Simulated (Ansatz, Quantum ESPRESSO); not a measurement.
# Pd(111), 5 layers against a metal electrode: the electrode's level over the Fermi level at a withheld member of a series

**Set-up.** Quantum ESPRESSO 7.5, PBE, GBRV ultrasoft. The slab is relaxed neutral, then held. ESM with bc3: vacuum below and a metal electrode about 6 Å above the top atoms. Cold smearing of 0.02 Ry. Charges are set per cell from the starting area. The slabs take the lattice constants of the bulk relaxed by the same program. The series steps the charge of the slab (positive: electrons removed).

| charge of the slab | electrode's level over the Fermi level (eV) |
| --- | --- |
| 1 ×10¹³ e/cm² | 6.044 |
| 2 ×10¹³ e/cm² | 6.854 |
| 4.5 ×10¹³ e/cm² | 8.901 |
| 6 ×10¹³ e/cm² | 10.141 |
| 7 ×10¹³ e/cm² | 10.973 |
| 8 ×10¹³ e/cm² | 11.808 |

To predict: What is the electrode's level over the Fermi level at 3 ×10¹³ e/cm²?

By hand: The rows at 2 ×10¹³ e/cm² and 4.5 ×10¹³ e/cm² give a slope of (8.901 − (6.854))/(4.5 − (2)) = 0.8188, so a straight line gives 7.673 eV. A parabola through these and the row at 1 ×10¹³ e/cm² gives 7.669 eV.

**Check.** 7.670 eV. The line misses by +0.003 and the parabola by −0.001 eV. Both misses are under 5 % of the step from the nearer row.

**Limits.** Vacuum fills the gap; ions don't answer the charge; added electrons can spill towards the electrode at the most negative charges. Charges count on the starting cell, which the relaxation changed by some per cent. Members without a usable value, or on the other side of zero field or charge, are not listed.
